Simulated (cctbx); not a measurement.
# Diagnosing a refinement

Cell a = 5.1590 Å, b = 5.1590 Å, c = 6.3800 Å, α = 90.00°, β = 90.00°, γ = 120.00°; space group P6_3/mmc (no. 194). The compound is Tl2Ga.

The data are simulated with cctbx, not measured: synchrotron X-rays, λ = 0.4959 Å, to d = 0.6 Å, 50 % of the full sphere, strongest reflection 70000 counts, noise from counting, a 1.5 % proportional error and a noise floor of 8 counts (s.d.); no absorption, and some extinction, which the refinements don't model.

An anisotropic refinement with weights 1/σ² prints:

```text
Rint 0.016, 161 unique reflections to 0.60 A
cycle     R1     wR2    GooF  max shift (A)
   1  0.0224  0.0515   4.692   0.00000
   2  0.0061  0.0121   1.099   0.00000
final R1 0.0061 wR2 0.0121 GooF 1.099  parameters 6  data/parameter 26.8
atom        x        y        z      Ueq    occ   su(xyz)  su(Uiso or U11)
Tl1    0.66667  0.33333  0.25000   0.0094  1.000  0.00000  0.0000
Tl2    0.00000  0.00000  0.50000   0.0199  1.000  0.00000  0.0001
Ga1    0.66667  0.33333  0.75000   0.0239  1.000  0.00000  0.0002
difference map: max 0.47 min -0.70 rms 0.14
Q1    0.2222  0.4444  0.7500    6    0.47  0.99 A from Tl1
Q2    0.0000  0.3631  0.0000   12    0.43  1.87 A from Tl2
Q3    0.0035  0.3618  0.1409   24    0.42  1.78 A from Ga1
Q4    0.0212  0.3899  0.2500   12    0.39  1.53 A from Ga1
Q5    0.0000  0.5000  0.0000    6    0.36  2.18 A from Tl1
Q6    0.2762  0.5525  0.2500    6    0.32  0.51 A from Ga1
```

Q: Accept it or mend it, and why?

It can stand. The set-up had a fault (dispersion terms of the wrong wavelength (1.54184 Å)), but the figures of merit move little: R1 = 0.0061, wR2 = 0.0121, GooF = 1.10 against R1 = 0.0052, wR2 = 0.0111, GooF = 1.01 for the right model.

The compound is Tl2Ga. The right model at the same level gives:

```text
Rint 0.016, 161 unique reflections to 0.60 A
cycle     R1     wR2    GooF  max shift (A)
   1  0.0172  0.0411   3.742   0.00000
   2  0.0052  0.0111   1.008   0.00000
final R1 0.0052 wR2 0.0111 GooF 1.008  parameters 6  data/parameter 26.8
atom        x        y        z      Ueq    occ   su(xyz)  su(Uiso or U11)
Tl1    0.66667  0.33333  0.25000   0.0101  1.000  0.00000  0.0000
Tl2    0.00000  0.00000  0.50000   0.0206  1.000  0.00000  0.0001
Ga1    0.66667  0.33333  0.75000   0.0269  1.000  0.00000  0.0002
difference map: max 0.52 min -0.88 rms 0.14
Q1    0.2266  0.4532  0.7500    6    0.53  0.95 A from Tl1
Q2    0.0000  0.3670  0.0000   12    0.43  1.89 A from Tl2
Q3    0.0040  0.3621  0.1372   24    0.40  1.79 A from Ga1
Q4    0.0208  0.3900  0.2500   12    0.39  1.53 A from Ga1
Q5    0.0000  0.5000  0.0000    6    0.37  2.18 A from Tl1
Q6    0.1370  0.5685  0.1838   12    0.34  0.97 A from Ga1
```

This is a model crystal, built by substitution and not relaxed, with assumed displacement parameters.

[Middle refinement cycles are left out of these outputs.]

[Logs are printed without paths, hosts, clocks, repeated set-up lines and the standing remarks that a program may print on its own settings, such as how far it seeks lower states.]
